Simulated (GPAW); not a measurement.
# Work function of 1T-PbSeTe monolayer at several levels

How far do functional and basis move the work function of 1T-PbSeTe monolayer?

Method: GPAW, PAW setups; layer in a repeated cell with vacuum, relaxation of atoms and in-plane cell, in the first sound run; inputs show where later runs differ, in GPAW 26.7.0.

This is a report of a sequence of runs, with most program output left out.

### Step 1. The structure

The cell holds 3 atoms: 1 Te, 1 Pb and 1 Se. Its edges and angles: a = 3.750 Å, b = 3.750 Å, c = 20.953 Å, α = 90.0°, β = 90.0°, γ = 120.0°. Vacuum lies along c.

### Step 2. Relaxation

The atoms are relaxed first, since the surface dipole, and with it the work function, follows the positions of the outer layers.

run.py reads:

```python
import json
import numpy as np
from ase import Atoms
from ase.filters import FrechetCellFilter
from ase.optimize import BFGS
from gpaw import GPAW, PW

slab = Atoms(
    ['Te', 'Pb', 'Se'],
    positions=[
        [1.87497, 1.08252, 9.00000],
        [0.00000, 0.00000, 10.63659],
        [-0.00000, 2.16503, 11.95333]],
    cell=[[3.74994, 0.0, 0.0], [-1.87497, 3.24755, 0.0], [0.0, 0.0, 20.9533]],
    pbc=[True, True, True])

slab.calc = GPAW(mode=PW(600), xc='PBE', kpts={'size': (9, 9, 1), 'gamma': True},
                 occupations={'name': 'fermi-dirac', 'width': 0.05}, nbands='200%',
                 convergence={'density': 1e-05}, maxiter=200,
                 symmetry={'tolerance': 1e-3}, txt='slab.txt')
result = {}
# The in-plane cell is free; stress needs a cell that repeats along all three vectors
path = []
opt = BFGS(FrechetCellFilter(slab, mask=[1, 1, 0, 0, 0, 1]), maxstep=0.2)
opt.attach(lambda: path.append((slab.get_potential_energy(), slab.positions.tolist(), slab.get_forces().tolist())))
result['relaxed'] = bool(opt.run(fmax=0.02, steps=45))
result['path'] = path
result['cell'] = slab.cell.tolist()
print('in-plane lattice', slab.cell.cellpar().round(4)[[0, 1, 5]])
energy = slab.get_potential_energy()
fermi = slab.calc.get_fermi_level()
v = slab.calc.get_electrostatic_potential().mean((0, 1)) - fermi
n = slab.calc.get_pseudo_density().mean((0, 1))
L = slab.cell[2, 2]
z = np.arange(len(v)) * L / len(v)
low, high = slab.positions[:, 2].min(), slab.positions[:, 2].max()
below, above = np.interp([low - 6.8, high + 6.8], z, v)
slopes = [np.interp(x, z, np.gradient(v, z)) for x in (low - 6.8, high + 6.8)]
eps = np.array([[slab.calc.get_eigenvalues(k, s) for k in range(len(slab.calc.get_ibz_k_points()))]
                for s in range(slab.calc.get_number_of_spins())]) - fermi
top, bottom = eps[eps < 0].max(), eps[eps > 0].min()
dipole = slab.get_dipole_moment()[2]
print(f'energy {energy:.4f} eV, Fermi level {fermi:.4f} eV, dipole {dipole:.5f} e A')
print(f'potential 6.8 A off the faces, from the Fermi level: lower {below:.4f} eV, upper {above:.4f} eV')
print(f'slope of the potential there: lower {slopes[0]:.5f}, upper {slopes[1]:.5f} eV/A')
print(f'nearest levels on the mesh: {top:.4f} and {bottom:.4f} eV')
print('magnetic moment', round(slab.get_magnetic_moment(), 3))
result.update(energy=energy, fermi=fermi, dipole=dipole, below=below, above=above, slopes=slopes, edges=[top, bottom],
              z=z.tolist(), v=v.tolist(), n=n.tolist(), positions=slab.positions.tolist(),
              forces=slab.get_forces(apply_constraint=False).tolist(), moments=slab.get_magnetic_moments().tolist())
json.dump(result, open('result.json', 'w'))
```

Started as:

```bash
$ OMP_NUM_THREADS=1 OPENBLAS_NUM_THREADS=1 python run.py
```

Run time: 17 min. Hardware: 1 thread of AMD EPYC 7R13 (Zen 3), shared host; peak memory 0.46 GiB.

This step gave:

* dipole along the normal: -0.03772 e·Å
* levels nearest the Fermi level on the mesh: -0.02803, 0.05387 eV from the Fermi level

Electrostatic potential energy of an electron (without an applied field's), less the Fermi level, planar mean against z:

```
z (Å)  electrostatic potential energy of an electron (without an applied field's), less the Fermi level, planar mean (eV)
  0.0                                                                                                                5.44
  0.5                                                                                                                5.43
  1.0                                                                                                                5.42
  1.5                                                                                                                5.41
  2.0                                                                                                                5.40
  2.5                                                                                                                5.39
  3.0                                                                                                                5.37
  3.5                                                                                                                5.36
  4.0                                                                                                                5.35
  4.5                                                                                                                5.34
  5.0                                                                                                                5.33
  5.5                                                                                                                5.31
  6.0                                                                                                                5.27
  6.5                                                                                                                5.15
  7.0                                                                                                                4.69
  7.5                                                                                                                2.92
  8.0                                                                                                               -3.31
  8.5                                                                                                               -13.8
  9.0                                                                                                               -8.42
  9.5                                                                                                               -1.02
 10.0                                                                                                               -3.55
 10.5                                                                                                               -13.7
 11.0                                                                                                               -11.1
 11.5                                                                                                               -3.24
 12.0                                                                                                               -7.93
 12.5                                                                                                               -9.63
 13.0                                                                                                               0.903
 13.5                                                                                                                4.50
 14.0                                                                                                                5.35
 14.5                                                                                                                5.53
 15.0                                                                                                                5.57
 15.5                                                                                                                5.56
 16.0                                                                                                                5.56
 16.5                                                                                                                5.54
 17.0                                                                                                                5.53
 17.5                                                                                                                5.52
 18.0                                                                                                                5.51
 18.5                                                                                                                5.50
 19.0                                                                                                                5.49
 19.5                                                                                                                5.48
 20.0                                                                                                                5.46
 20.5                                                                                                                5.45
```

The pseudo valence density, planar mean oscillates, so the rows of the table below give means over windows of 1 Å about each position, cut where the curve ends. Its maxima inside the range that stand out by 2 % of the span (Å: e/Å³): 8.0: 0.229, 9.1: 0.255, 10.7: 0.912, 12.7: 0.261. Its minima: 8.6: 0.0806, 9.6: 0.215, 12.4: 0.162.

Pseudo valence density, planar mean against z; means over each step:

z (Å), pseudo valence density, planar mean (e/Å³) and a bar:
```
        4      0.000 
        5      0.000 
        6      0.002 
        7      0.034 ##
        8      0.170 ########
        9      0.192 #########
       10      0.375 ##################
       11      0.621 ##############################
       12      0.262 #############
       13      0.170 ########
       14      0.018 #
       15      0.001 
       16      0.000
```

The relaxation lowered the energy of the cell by 2.38 eV (energies extrapolated to zero smearing; the optimiser's log prints free energies). The largest force left on a free atom is 0.013 eV/Å.

### Step 3. The slab's potential

With the geometry fixed, the planar mean of the potential gives the vacuum level on each side.

This step: GPAW, PAW setups; slab in vacuum (GPAW 26.7.0).

The cell differs from the one that the last finished run ended in (c 20.953 → 21.712 Å).

run.py: that of step 2 with these lines changed.

```diff
@@ -3,4 +3,2 @@
 from ase import Atoms
-from ase.filters import FrechetCellFilter
-from ase.optimize import BFGS
 from gpaw import GPAW, PW
@@ -10,21 +8,14 @@
     positions=[
-        [1.87497, 1.08252, 9.00000],
-        [0.00000, 0.00000, 10.63659],
-        [-0.00000, 2.16503, 11.95333]],
-    cell=[[3.74994, 0.0, 0.0], [-1.87497, 3.24755, 0.0], [0.0, 0.0, 20.9533]],
-    pbc=[True, True, True])
+        [2.01710, 1.16458, 9.00000],
+        [0.00000, -0.00000, 11.07705],
+        [-0.00000, 2.32915, 12.71216]],
+    cell=[[4.0342, -0.0, 0.0], [-2.0171, 3.49373, 0.0], [0.0, 0.0, 21.7122]],
+    pbc=[True, True, False])
 
-slab.calc = GPAW(mode=PW(600), xc='PBE', kpts={'size': (9, 9, 1), 'gamma': True},
+slab.calc = GPAW(mode=PW(400), xc='PBE', kpts={'size': (9, 9, 1), 'gamma': True},
                  occupations={'name': 'fermi-dirac', 'width': 0.05}, nbands='200%',
                  convergence={'density': 1e-05}, maxiter=200,
+                 poissonsolver={'dipolelayer': 'xy'},
                  symmetry={'tolerance': 1e-3}, txt='slab.txt')
 result = {}
-# The in-plane cell is free; stress needs a cell that repeats along all three vectors
-path = []
-opt = BFGS(FrechetCellFilter(slab, mask=[1, 1, 0, 0, 0, 1]), maxstep=0.2)
-opt.attach(lambda: path.append((slab.get_potential_energy(), slab.positions.tolist(), slab.get_forces().tolist())))
-result['relaxed'] = bool(opt.run(fmax=0.02, steps=45))
-result['path'] = path
-result['cell'] = slab.cell.tolist()
-print('in-plane lattice', slab.cell.cellpar().round(4)[[0, 1, 5]])
 energy = slab.get_potential_energy()
```

The job ended after 35 s (1 thread; peak memory 0.24 GiB).

This step gave:

```yaml
dipole_along_the_normal: -0.02704 e·Å
levels_nearest_the_fermi_level_on_the_mesh: -0.02793, 0.05323 eV from the Fermi level
upper_work_function: 5.620 eV
lower_work_function: 5.276 eV
```

The electrostatic potential energy of an electron (without an applied field's), less the Fermi level, planar mean by z:

```
z (Å)  electrostatic potential energy of an electron (without an applied field's), less the Fermi level, planar mean (eV)
    0                                                                                                                5.45
    1                                                                                                                5.28
    2                                                                                                                5.28
    3                                                                                                                5.28
    4                                                                                                                5.28
    5                                                                                                                5.28
    6                                                                                                                5.26
    7                                                                                                                5.08
    8                                                                                                                2.16
    9                                                                                                               -14.5
   10                                                                                                              -0.748
   11                                                                                                               -14.9
   12                                                                                                               -3.08
   13                                                                                                               -7.20
   14                                                                                                                4.79
   15                                                                                                                5.58
   16                                                                                                                5.62
   17                                                                                                                5.62
   18                                                                                                                5.62
   19                                                                                                                5.62
   20                                                                                                                5.62
   21                                                                                                                5.62
```

The pseudo valence density, planar mean by z:

```
z (Å)  pseudo valence density, planar mean (e/Å³)
 0.00                                           0
 0.62                                           0
 1.24                                      9.1e-7
 1.65                                      1.2e-6
 2.27                                     -1.4e-6
 2.89                                      1.8e-6
 3.52                                     -1.1e-6
 4.14                                      4.2e-6
 4.55                                      9.9e-6
 5.17                                      4.9e-5
 5.79                                      2.8e-4
 6.41                                     0.00161
 7.03                                     0.00914
 7.65                                      0.0494
 8.06                                       0.134
 8.68                                       0.189
 9.31                                       0.199
 9.93                                       0.219
10.55                                       0.383
10.96                                       0.859
11.58                                       0.441
12.20                                       0.322
12.82                                       0.171
13.44                                       0.171
13.85                                      0.0599
14.47                                     0.00971
15.10                                     0.00154
15.72                                      2.5e-4
16.34                                      4.1e-5
16.96                                      7.3e-6
17.37                                      3.1e-6
17.99                                     -1.1e-6
18.61                                      1.8e-6
19.23                                     -1.6e-6
19.85                                      1.5e-6
20.26                                      1.3e-6
20.89                                           0
21.51                                           0
```

The potential is flat to 3.9e-5 eV/Å where it is read, so the vacuum is wide enough.

(Part 1 of 2 ends here.)

[Logs are printed without paths, hosts, clocks, repeated set-up lines and the standing remarks that a program may print on its own settings, such as how far it seeks lower states.]

[Hosts, paths, dates, database ids (printed as entryN), source tags and the programs' standing remarks are cut or masked in the printed files.]
